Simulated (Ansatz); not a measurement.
# CdInI3 (model cell, started as cubic perovskite with Cd in the octahedra): a soft mode frozen in, part 2 of 2

Wanted: the energy along a soft mode of CdInI3 (model cell, started as cubic perovskite with Cd in the octahedra) and the structure at the end.

Ansatz 0.2.0; DFT PBEsol, scalar-relativistic, plane waves, PAW; PAW set soft_1.

So far, highest frequency on the path or at a solved wavevector (cm⁻¹): step 2 (response at finite wavevector) 151. Also lowest frequency on the path (cm⁻¹): step 2 -51.0.

The structure was built from a prototype and need not be the compound's stable phase.

### Step 6. Relaxing from the distorted cell

Starting from the lowest point found, all atoms and the cell are let go, so that strain and other modes of the same symmetry can join in.

File input.yaml:

```yaml
crystal:
  lattice:
    - [5.777575321, 0.0, 0.0]
    - [0.0, 5.777575321, 0.0]
    - [0.0, 0.0, 5.777575321]
  atoms:
    - { symbol: In, position: [0.0, -0.0734328927, -0.0734328927] }
    - { symbol: Cd, position: [0.5, 0.4945873866, 0.4945873866] }
    - { symbol: I, position: [0.5, 0.5327769857, 0.0056797006] }
    - { symbol: I, position: [0.5, 0.0056797006, 0.5327769857] }
    - { symbol: I, position: [0.0, 0.5327769857, 0.5327769857] }
kpoints:
  mp_grid: { grid: [6, 6, 6] }
hamiltonian:
  xc: pbesol
  pseudopotentials: { kind: paw, azcp: { folder: soft_1 }, xc_functional: pbe }
scf:
  occupations: { method: methfessel_paxton, width: 0.2 }
output:
  forces: true
  stress: true
  eigenvalues: true
relax:
  adjacent_minimum: "off"
  f_tol: 0.002
  max_steps: 120
  cell: { stress_tol: 0.03 }
```

Run with:

```sh
> ansatz run input.yaml --threads 4 --pin off --max-ram 16384MiB --backend cpu --events-out ev --progress --plain --runs-dir out
```

Numbers of over 12 decimals in the logs are rounded to 6 here.

What it wrote:

```text
[...]
Crystal: 5 atoms, lattice volume = 192.858 Å³
Basis set: ecut = 420 eV, 3791 PW (Γ), exchange–correlation on 80×80×80 points (8 copies of the dense FFT grid, shifted against one another)
Bands: 51, of which v1, the nominal top of the filled ones, is band 42 counted from 1 (41 counted from 0)
Symmetry: 4 space group operations
[...]
k-points: 52 of 216 (time reversal used)
[...]
SCF iter   1: F=—  HF=-36010.867428 eV  |F-HF|=—  |Δ(HF+E_count)|=         —  Δρ=4.58e-2  dr2=5.98e0  ethr=3.10e-3  ⟨swp⟩=9.5  Hψ=11693  notcnv=0
[...]
SCF iter  12: F=-36008.655994 eV  HF=-36008.655994 eV  |F-HF|=3.62e-9  |Δ(HF+E_count)|=   3.12e-8  S|Δr|=    0.00e0  Δρ=3.43e-6  dr2=3.04e-8  ethr=1.19e-10  ⟨swp⟩=15.2  Hψ=12872  notcnv=0
SCF 1 converged in 12 iterations: F = -36008.655994 eV  dr2 = 3.04e-8
[...]
relax step   1: F+E_penalty+E_count = -36008.65599377 eV  Δ(F+E_penalty+E_count) = +0.000e0 eV  max|allowed force component| = 1.111e-1 eV/Å  Δτ_max = 0.0000 Å  P = +0.550 GPa  Ω = 192.858 Å³  (12 SCF iters, dr2 threshold 1.00e-7 eV, accepted)
Crystal: 5 atoms, lattice volume = 198.712 Å³
Basis set: ecut = 420 eV, 3887 PW (Γ), exchange–correlation on 80×80×80 points (8 copies of the dense FFT grid, shifted against one another)
[...]
SCF iter   6: F=-36008.693216 eV  HF=-36008.693216 eV  |F-HF|=3.25e-7  |Δ(HF+E_count)|=   8.50e-7  S|Δr|=    0.00e0  Δρ=1.34e-5  dr2=4.65e-7  ethr=5.95e-10  ⟨swp⟩=10.1  Hψ=12996  notcnv=0
SCF 2 converged in 6 iterations: F = -36008.693216 eV  dr2 = 4.65e-7
relax step   2: F+E_penalty+E_count = -36008.69321591 eV  Δ(F+E_penalty+E_count) = -3.722e-2 eV  max|allowed force component| = 8.261e-2 eV/Å  Δτ_max = 0.1088 Å  P = -0.041 GPa  Ω = 198.712 Å³  energy of the carried Pulay correction = -6.140e-4 eV  (6 SCF iters, dr2 threshold 5.00e-7 eV, accepted)
Crystal: 5 atoms, lattice volume = 200.752 Å³
Basis set: ecut = 420 eV, 3929 PW (Γ), exchange–correlation on 80×80×80 points (8 copies of the dense FFT grid, shifted against one another)
[...]
SCF iter   7: F=-36008.703722 eV  HF=-36008.703722 eV  |F-HF|=7.39e-9  |Δ(HF+E_count)|=   4.53e-8  S|Δr|=    0.00e0  Δρ=2.64e-6  dr2=1.46e-8  ethr=5.08e-10  ⟨swp⟩=9.4  Hψ=11261  notcnv=0
SCF 3 converged in 7 iterations: F = -36008.703722 eV  dr2 = 1.46e-8
relax step   3: F+E_penalty+E_count = -36008.70372190 eV  Δ(F+E_penalty+E_count) = -1.051e-2 eV  max|allowed force component| = 7.165e-2 eV/Å  Δτ_max = 0.1547 Å  P = +0.068 GPa  Ω = 200.752 Å³  energy of the carried Pulay correction = -8.209e-4 eV  (7 SCF iters, dr2 threshold 4.26e-7 eV, accepted)
[... from here on, the SCF cycles and remarks between the steps are left out ...]
relax step   4: F+E_penalty+E_count = -36008.70713053 eV  Δ(F+E_penalty+E_count) = -3.409e-3 eV  max|allowed force component| = 2.090e-2 eV/Å  Δτ_max = 0.0379 Å  P = +0.012 GPa  Ω = 200.269 Å³  energy of the carried Pulay correction = -7.723e-4 eV  (6 SCF iters, dr2 threshold 3.21e-7 eV, accepted)
relax step   5: F+E_penalty+E_count = -36008.70740880 eV  Δ(F+E_penalty+E_count) = -2.783e-4 eV  max|allowed force component| = 4.945e-3 eV/Å  Δτ_max = 0.0080 Å  P = -0.010 GPa  Ω = 200.384 Å³  energy of the carried Pulay correction = -7.839e-4 eV  (6 SCF iters, dr2 threshold 2.73e-8 eV, accepted)
relax step   6: F+E_penalty+E_count = -36008.70766804 eV  Δ(F+E_penalty+E_count) = -2.592e-4 eV  max|allowed force component| = 2.044e-3 eV/Å  Δτ_max = 0.0106 Å  P = +0.006 GPa  Ω = 200.333 Å³  energy of the carried Pulay correction = -7.787e-4 eV  (7 SCF iters, dr2 threshold 2.64e-9 eV, accepted)
relax step   7: F+E_penalty+E_count = -36008.70770744 eV  Δ(F+E_penalty+E_count) = -3.940e-5 eV  max|allowed force component| = 8.668e-4 eV/Å  Δτ_max = 0.0041 Å  P = +0.006 GPa  Ω = 200.346 Å³  energy of the carried Pulay correction = -7.800e-4 eV  (7 SCF iters, dr2 threshold 2.61e-10 eV, accepted)
relax step   8: F+E_penalty+E_count = -36008.70770918 eV  Δ(F+E_penalty+E_count) = -1.744e-6 eV  max|allowed force component| = 9.964e-4 eV/Å  Δτ_max = 0.0020 Å  P = +0.002 GPa  Ω = 200.402 Å³  energy of the carried Pulay correction = -7.856e-4 eV  (8 SCF iters, accepted)
relax step   9: F+E_penalty+E_count = -36008.70770875 eV  Δ(F+E_penalty+E_count) = +4.289e-7 eV  max|allowed force component| = 1.134e-3 eV/Å  Δτ_max = 0.0007 Å  P = -0.000 GPa  Ω = 200.421 Å³  energy of the carried Pulay correction = -7.876e-4 eV  (7 SCF iters, accepted)
relax step  10: F+E_penalty+E_count = -36008.70770919 eV  Δ(F+E_penalty+E_count) = -4.394e-7 eV  max|allowed force component| = 1.343e-3 eV/Å  Δτ_max = 0.0020 Å  P = -0.005 GPa  Ω = 200.448 Å³  energy of the carried Pulay correction = -7.903e-4 eV  (8 SCF iters, accepted)
[...]
SCF iter   8: F=-36008.708403 eV  HF=-36008.708403 eV  |F-HF|=9.46e-11  |Δ(HF+E_count)|=  1.16e-10  S|Δr|=    0.00e0  Δρ=4.64e-8  dr2=4.27e-12  ethr=1.00e-12  ⟨swp⟩=10.8  Hψ=13461  notcnv=0
SCF 11 converged in 8 iterations: F = -36008.708403 eV  dr2 = 4.27e-12
relax step  11: F+E_penalty+E_count = -36008.70840297 eV  Δ(F+E_penalty+E_count) = -6.938e-4 eV  max|allowed force component| = 1.314e-3 eV/Å  Δτ_max = 0.0000 Å  P = -0.008 GPa  Ω = 200.448 Å³  stress off target by 1.31e-2 GPa  SCF on the basis re-selected at this cell (its energy is not comparable with the rows above)  (8 SCF iters)
basis re-selected at this cell: Δ(F+E_penalty+E_count) = -6.938e-4 eV, ΔP = -0.003 GPa vs the last step (what re-selecting the basis moved, of the pressure what is left beyond the Pulay correction that the steps carried, after the strain that the cell walked since its last selection, with what the two solves' SCF thresholds leave and, on support functions, any second-order correction that the steps lacked; it is no m [...]
SCF converged after 8 iterations
[...]
Free energy (F): -36008.708403 eV
[...]
Internal energy: -36008.730284 eV  (E = F + TS)
E sigma→0 (E₀):  -36008.713873 eV
Entropy (-TS):   0.021881 eV (4.376 meV/atom)
Fermi energy:    4.848086 eV
[...]
--- Forces (eV/Å), atoms counted from 1 ---
  atom   1  In     0.00000000    -0.00048041    -0.00048041
  atom   2  Cd     0.00000000     0.00131406     0.00131406
  atom   3  I      0.00000000     0.00003122    -0.00122054
  atom   4  I      0.00000000    -0.00122054     0.00003122
  atom   5  I     -0.00000000     0.00035647     0.00035647
  max |Σ_I F_I| component: 8.07e-7 eV/Å
--- Stress (GPa, compression-positive) ---
       -0.003092       0.000000      -0.000000
        0.000000      -0.009782      -0.003283
       -0.000000      -0.003283      -0.009782
  P = ⅓ Tr σ = -0.0076 GPa (-0.076 kbar)
--- Band table (eV; the first three rows and the last of 52) ---
  k-point 0: bands = [... 38 lower, 3.9780, 4.0602, 4.3736, 4.3963, 4.6548, 8.2703, 8.8116, 9.0694, ... 5 higher]
  k-point 1: bands = [... 38 lower, 3.8791, 4.0294, 4.0956, 4.4074, 5.5048, 8.1829, 8.8191, 9.0581, ... 5 higher]
  k-point 2: bands = [... 38 lower, 3.8686, 3.9813, 4.0627, 4.4462, 6.6995, 7.9063, 8.9099, 9.0193, ... 5 higher]
  k-point 51: bands = [... 38 lower, 4.6143, 4.6417, 4.7569, 4.9044, 8.5811, 8.7668, 9.0957, 9.5754, ... 5 higher]
--- Relaxed structure (10 steps of the walk, 10 accepted, 1 SCFs on fresh bases) ---
  F+E_penalty+E_count = -36008.70840297 eV   max|allowed force component| = 1.314e-3 eV/Å   (the final SCF, on the basis selected at the relaxed cell)
  cell:  # Å, volume = 200.4478 Å³
    - [5.819126, 0, 0]
    - [0, 5.870660, 0.135213]
    - [0, 0.135213, 5.870660]
  atoms:
    - { symbol: In, position: [0, -0.101156, -0.101156] }
    - { symbol: Cd, position: [0.500000, 0.503957, 0.503957] }
    - { symbol: I, position: [0.500000, 0.551383, 0.015481] }
    - { symbol: I, position: [0.500000, 0.015481, 0.551383] }
    - { symbol: I, position: [0, 0.522724, 0.522724] }
```

Wall time 2.7 min (4 threads of Arm Neoverse V1, shared host); peak memory 0.77 GiB.

Step by step:

```csv
step,energy less that of the first step (eV),largest force component (eV/Å),pressure (GPa),volume (Å³)
1,0.0000,0.1111,0.55,192.86
2,-0.0372,0.0826,-0.04,198.71
3,-0.0477,0.0717,0.07,200.75
4,-0.0511,0.0209,0.01,200.27
5,-0.0514,0.0049,-0.01,200.38
6,-0.0517,0.0020,0.01,200.33
7,-0.0517,0.0009,0.01,200.35
8,-0.0517,0.0010,0.00,200.40
9,-0.0517,0.0011,0.00,200.42
10,-0.0517,0.0013,0.00,200.45
11*,-0.0524,0.0013,-0.01,200.45
```

Relaxation steps marked * repeat the geometry before them on a plane-wave basis chosen anew for their cell, so energy and pressure can jump there.

Forces are held to the 4 operations that the run works with; a distortion that breaks them can't arise in this run.

```csv
"conventional cell, symmetrised",before,after,change
a (Å),5.778,5.819,+0.7 %
b (Å),8.171,8.111,-0.7 %
c (Å),8.171,8.494,+4.0 %
volume (Å³/atom),38.57,40.09,+3.9 %
```

The atoms that moved most (Å, as changes of fractional coordinates times the final cell):

```csv
atom,dx,dy,dz,length
In1,0.000,-0.167,-0.167,0.235
I4,0.000,0.060,0.111,0.126
I3,0.000,0.111,0.060,0.126
I5,0.000,-0.060,-0.060,0.085
Cd2,0.000,0.056,0.056,0.080
```

The relaxed structure:

```xyz
5
Lattice="5.8191 0.0000 0.0000 0.0000 5.8707 0.1352 0.0000 0.1352 5.8707" Properties=species:S:1:pos:R:3 pbc="T T T"
In    0.0000   -0.6075   -0.6075
Cd    2.9096    3.0267    3.0267
I     2.9096    3.2391    0.1654
I     2.9096    0.1654    3.2391
I     0.0000    3.1394    3.1394
```

This step gave:

| Item | Value |
| --- | --- |
| pressure | -0.007552 GPa |
| volume per atom | 40.09 Å³ |

The distorted start has space group Amm2; the relaxation ends in Amm2.

### Step 7. The new phase in its own primitive cell

The relaxed structure is symmetrised, reduced to its primitive cell and relaxed tightly, as its phonons need.

input.yaml, the sections that differ from step 6:

```yaml
crystal:
  lattice:
    - [5.8191259607, 0.0, 0.0]
    - [0.0, 4.0555736457, 4.246794052]
    - [0.0, -4.0555736457, 4.246794052]
  atoms:
    - { symbol: In, position: [0.0, 0.8988436847, 0.8988436847] }
    - { symbol: Cd, position: [0.5, 0.5039570259, 0.5039570259] }
    - { symbol: I, position: [0.5, 0.5513826408, 0.0154811746] }
    - { symbol: I, position: [0.5, 0.0154811746, 0.5513826408] }
    - { symbol: I, position: [0.0, 0.5227236399, 0.5227236399] }
relax:
  adjacent_minimum: "off"
  f_tol: 0.001
  max_steps: 60
  cell: { stress_tol: 0.01 }
# kpoints, hamiltonian, scf, output: as in step 6
```

What it wrote:

```text
[...]
Crystal: 5 atoms, lattice volume = 200.448 Å³
Basis set: ecut = 420 eV, 3901 PW (Γ), exchange–correlation on 80×80×80 points (8 copies of the dense FFT grid, shifted against one another)
Bands: 51, of which v1, the nominal top of the filled ones, is band 42 counted from 1 (41 counted from 0)
Symmetry: 4 space group operations
[...]
k-points: 52 of 216 (time reversal used)
[...]
cell:  # Å, volume = 200.3545 Å³
    - [5.820677, 0.0, 0.0]
    - [0.0, 4.053898, 4.245442]
    - [0.0, -4.053898, 4.245442]
  atoms:
    - { symbol: In, position: [0, 0.898572, 0.898572] }
    - { symbol: Cd, position: [0.500000, 0.504605, 0.504605] }
    - { symbol: I, position: [0.500000, 0.551184, 0.015681] }
    - { symbol: I, position: [0.500000, 0.015681, 0.551184] }
    - { symbol: I, position: [0, 0.522348, 0.522348] }
[key lines of the parts left out:]
SCF converged after 7 iterations
Free energy (F): -36008.708406 eV
Fermi energy:    4.854292 eV
P = ⅓ Tr σ = 0.0001 GPa (0.001 kbar)
```

Wall time 2.2 min (4 threads); peak memory 0.79 GiB.

Relaxation path:

```csv
step,energy less that of the first step (eV),largest force component (eV/Å),pressure (GPa),volume (Å³)
1,0.0000,0.0019,-0.01,200.45
2,0.0000,0.0014,0.00,200.39
3,0.0000,0.0011,0.00,200.36
4,0.0000,0.0016,-0.01,200.40
5,0.0000,0.0007,0.00,200.36
6,0.0000,0.0010,0.00,200.36
7,0.0000,0.0001,0.00,200.35
8,0.0000,0.0001,0.00,200.35
9*,0.0000,0.0001,0.00,200.35
```

Relaxation steps marked * repeat the geometry before them on a plane-wave basis chosen anew for their cell, so energy and pressure can jump there. Relaxation step 4 was tried and not accepted.

Forces are held to the 4 operations that the run works with; a distortion that breaks them can't arise in this run.

```csv
"conventional cell, symmetrised",before,after,change
a (Å),5.819,5.821,+0.0 %
b (Å),8.111,8.108,-0.0 %
c (Å),8.494,8.491,-0.0 %
volume (Å³/atom),40.09,40.07,-0.0 %
```

The relaxed structure:

```xyz
5
Lattice="5.8207 0.0000 0.0000 0.0000 4.0539 4.2454 0.0000 -4.0539 4.2454" Properties=species:S:1:pos:R:3 pbc="T T T"
In    0.0000    0.0000    7.6297
Cd    2.9103    0.0000    4.2845
I     2.9103    2.1709    2.4066
I     2.9103   -2.1709    2.4066
I     0.0000    0.0000    4.4352
```

This step gave:

```yaml
pressure: 8.05e-5 GPa
volume_per_atom: 40.07 Å³
```

The largest force component left is 0.12 meV/Å and the pressure is 0.000 GPa, within the tolerances set. The cell now holds 40.07 Å³/atom.

### Step 8. Modes of the new phase

A relaxed structure may still be a saddle point, so its zone-centre modes are computed. No field response is asked, since the mesh shows no gap.

input.yaml, the sections that differ from step 7:

```yaml
crystal:
  lattice:
    - [5.8206768182, 0.0, 0.0]
    - [0.0, 4.0538975812, 4.245441885]
    - [0.0, -4.0538975812, 4.245441885]
  atoms:
    - { symbol: In, position: [0.0, 0.8985715316, 0.8985715316] }
    - { symbol: Cd, position: [0.5, 0.5046047006, 0.5046047006] }
    - { symbol: I, position: [0.5, 0.55118359, 0.0156808203] }
    - { symbol: I, position: [0.5, 0.0156808203, 0.55118359] }
    - { symbol: I, position: [0.0, 0.5223475233, 0.5223475233] }
output:
  eigenvalues: true
phonons:
  method: dfpt
# kpoints, hamiltonian, scf: as in step 7
# relax: removed
```

What it wrote:

```text
zone centre: on kpoints.mp_grid the ground state, and the responses unless they are solved on pairs of k-points, stand on 80 of the mesh's 216 k-points, reduced under 2 symmetry operations, with k and −k counted as one. Each operation leaves every solved displacement unchanged or reverses it
[...]
Crystal: 5 atoms, lattice volume = 200.355 Å³
Basis set: ecut = 420 eV, 3901 PW (Γ), exchange–correlation on 80×80×80 points (8 copies of the dense FFT grid, shifted against one another)
Bands: 51, of which v1, the nominal top of the filled ones, is band 42 counted from 1 (41 counted from 0)
Symmetry: 4 space group operations
k-points: 80 of 216 (irreducible under 2 space group operations, time reversal used)
[...]
SCF iter   1: F=—  HF=-36011.029020 eV  |F-HF|=—  |Δ(HF+E_count)|=         —  Δρ=4.55e-2  dr2=6.33e0  ethr=3.10e-3  ⟨swp⟩=9.3  Hψ=17899  notcnv=0
[...]
SCF iter  13: F=-36008.708406 eV  HF=-36008.708406 eV  |F-HF|=7.28e-12  |Δ(HF+E_count)|=  6.55e-11  S|Δr|=    0.00e0  Δρ=3.50e-8  dr2=3.09e-12  ethr=1.00e-12  ⟨swp⟩=16.2  Hψ=24525  notcnv=0
SCF 1 converged in 13 iterations: F = -36008.708406 eV  dr2 = 3.09e-12
[...]
DFPT response loops at Γ: preconditioner auto → none (partly filled bands, converged f_vac=0.170); β = 0.50; Broyden in place of MSR1
SCF converged after 13 iterations
[...]
Free energy (F): -36008.708406 eV
[...]
Internal energy: -36008.730236 eV  (E = F + TS)
E sigma→0 (E₀):  -36008.713864 eV
Entropy (-TS):   0.021829 eV (4.366 meV/atom)
Fermi energy:    4.854291 eV
[...]
--- Band table (eV; the first three rows and the last of 80) ---
  k-point 0: bands = [... 38 lower, 3.9833, 4.0639, 4.3791, 4.4008, 4.6563, 8.2751, 8.8175, 9.0731, ... 5 higher]
  k-point 1: bands = [... 38 lower, 3.8836, 4.0343, 4.0999, 4.4107, 5.5091, 8.1876, 8.8251, 9.0620, ... 5 higher]
  k-point 2: bands = [... 38 lower, 3.8731, 3.9849, 4.0676, 4.4505, 6.7068, 7.9107, 8.9155, 9.0238, ... 5 higher]
  k-point 79: bands = [... 38 lower, 4.6198, 4.6465, 4.7618, 4.9114, 8.5893, 8.7686, 9.0982, 9.5814, ... 5 higher]
--- Phonons (Γ-DFPT): 12 representative perturbations + reference, on 80 of 216 k-points (Σ response iterations 36) ---
  k mesh reduced under 2 symmetry operations, with k and −k counted as one. Each operation leaves every solved displacement unchanged or reverses it
  ASR residual: 1.366e-4 → 0.000e0 eV/Å²; symmetrization residual: 1.020e-4 eV/Å²
  ASR residual per site (eV/Å²): 8.66e-5 1.37e-4 4.63e-5 4.63e-5 5.86e-5
[...]
non-analytic LO–TO correction: not included (Born effective charges unavailable; polar crystals: no LO–TO splitting at Γ)
```

The job ended after 4.4 min (4 threads; peak memory 2.4 GiB; 17 min of CPU time).

This step gave:

* sum-rule residual before enforcement: 1.37e-4 eV/Å²
* point group: mm2
* highest optical mode at the zone centre (no LO-TO term): 130.1 cm⁻¹
* lowest optical zone-centre mode: -15.29 cm⁻¹

Patterns of degenerate modes are one choice out of their space. Modes at Γ, with each element's share of the kinetic energy (negative means imaginary):

```csv
mode,frequency (cm⁻¹),symmetry,In %,Cd %,I %
1,-15.3,B1,79,1,20
2,-8.1,B2,28,4,68
3,0.0,acoustic,19,18,63
4,0.0,acoustic,19,18,63
5,0.0,acoustic,19,18,63
6,17.8,B2,16,45,39
7,23.2,A1,17,49,34
8,27.3,B1,2,48,50
9,34.3,B2,37,0,63
10,41.3,A2,0,0,100
11,45.8,A1,9,5,86
12,82.3,A1,55,1,44
13,118.9,B2,0,33,67
14,126.2,A1,0,26,74
15,130.1,B1,0,32,68
```

Displacements in mode 1 (-15.3 cm⁻¹), the largest set to 1:
```
In1  1.00  0.00  0.00
Cd2 -0.11  0.00  0.00
I3  -0.31  0.00  0.00
I4  -0.31  0.00  0.00
I5  -0.18  0.00  0.00
```

Displacements in mode 15 (130.1 cm⁻¹), the largest set to 1:
```
In1  0.00  0.00  0.00
Cd2 -0.76  0.00  0.00
I3  -0.17  0.00  0.00
I4  -0.17  0.00  0.00
I5   1.00  0.00  0.00
```

Before it was imposed, the acoustic sum rule was missed by 1.4e-4 eV/Å². Small misses are needed for a sound result but don't prove that mesh and cutoff are converged. The lowest optical mode is imaginary, 15.3i cm⁻¹, so the energy falls along it.

### Step 9. Results

| Item | Value |
| --- | --- |
| unstable mode of the parent | q = (0, 0, 0), 51i cm⁻¹ |
| depth at the lowest point sampled | 35.2 meV/atom |
| largest atomic shift at that point | 0.6 Å |
| space group reached (within 0.01 Å) | Amm2 |
| energy gained over the parent (first relaxation, on the mesh of the frozen mode) | 46.2 meV/atom |
| volume per atom, phase reached | 40.1 Å³ |
| lowest optical zone-centre mode, phase reached | -15.3 cm⁻¹ |
| highest optical mode at the zone centre (no LO-TO term), phase reached | 130 cm⁻¹ |

Along this mode the structure falls into Amm2, 46.2 meV/atom below the parent. At the parent's cell the well is 35.23 meV/atom deep on the steps tried, with its lowest point at a shift of 0.6 Å. That is the last step tried, so the steps alone don't bracket the bottom of the well. Relaxing atoms and cell changes the gain by +10.92 meV/atom against the lowest step (energies at zero smearing). The new phase still has an imaginary mode at the zone centre of its cell, so it is a saddle point on the way to a lower structure. Of the 6 patterns followed to their end from this parent, this one ends 22.0 meV/atom above the lowest, P4mm. Each path keeps the symmetry of its pattern, so a lower phase may lie along a pattern not tried. With no gap, or one that is small against the smearing, the frequencies hang on the k mesh and the smearing, most of all near Kohn anomalies. A semilocal functional can close a gap that the real compound would have, so the metallic treatment may be an artefact of the level. Spin-orbit coupling is left out, which can matter for the heavy elements here. The PAW files were made for PBE and serve the other functionals too. The starting cell was built on a prototype and not taken from a measurement, so the phase need not exist.

[Logs are printed without paths, hosts, clocks, repeated set-up lines and the standing remarks that a program may print on its own settings, such as how far it seeks lower states.]

[Hosts, paths, dates, database ids (printed as entryN), source tags and the programs' standing remarks are cut or masked in the printed files.]
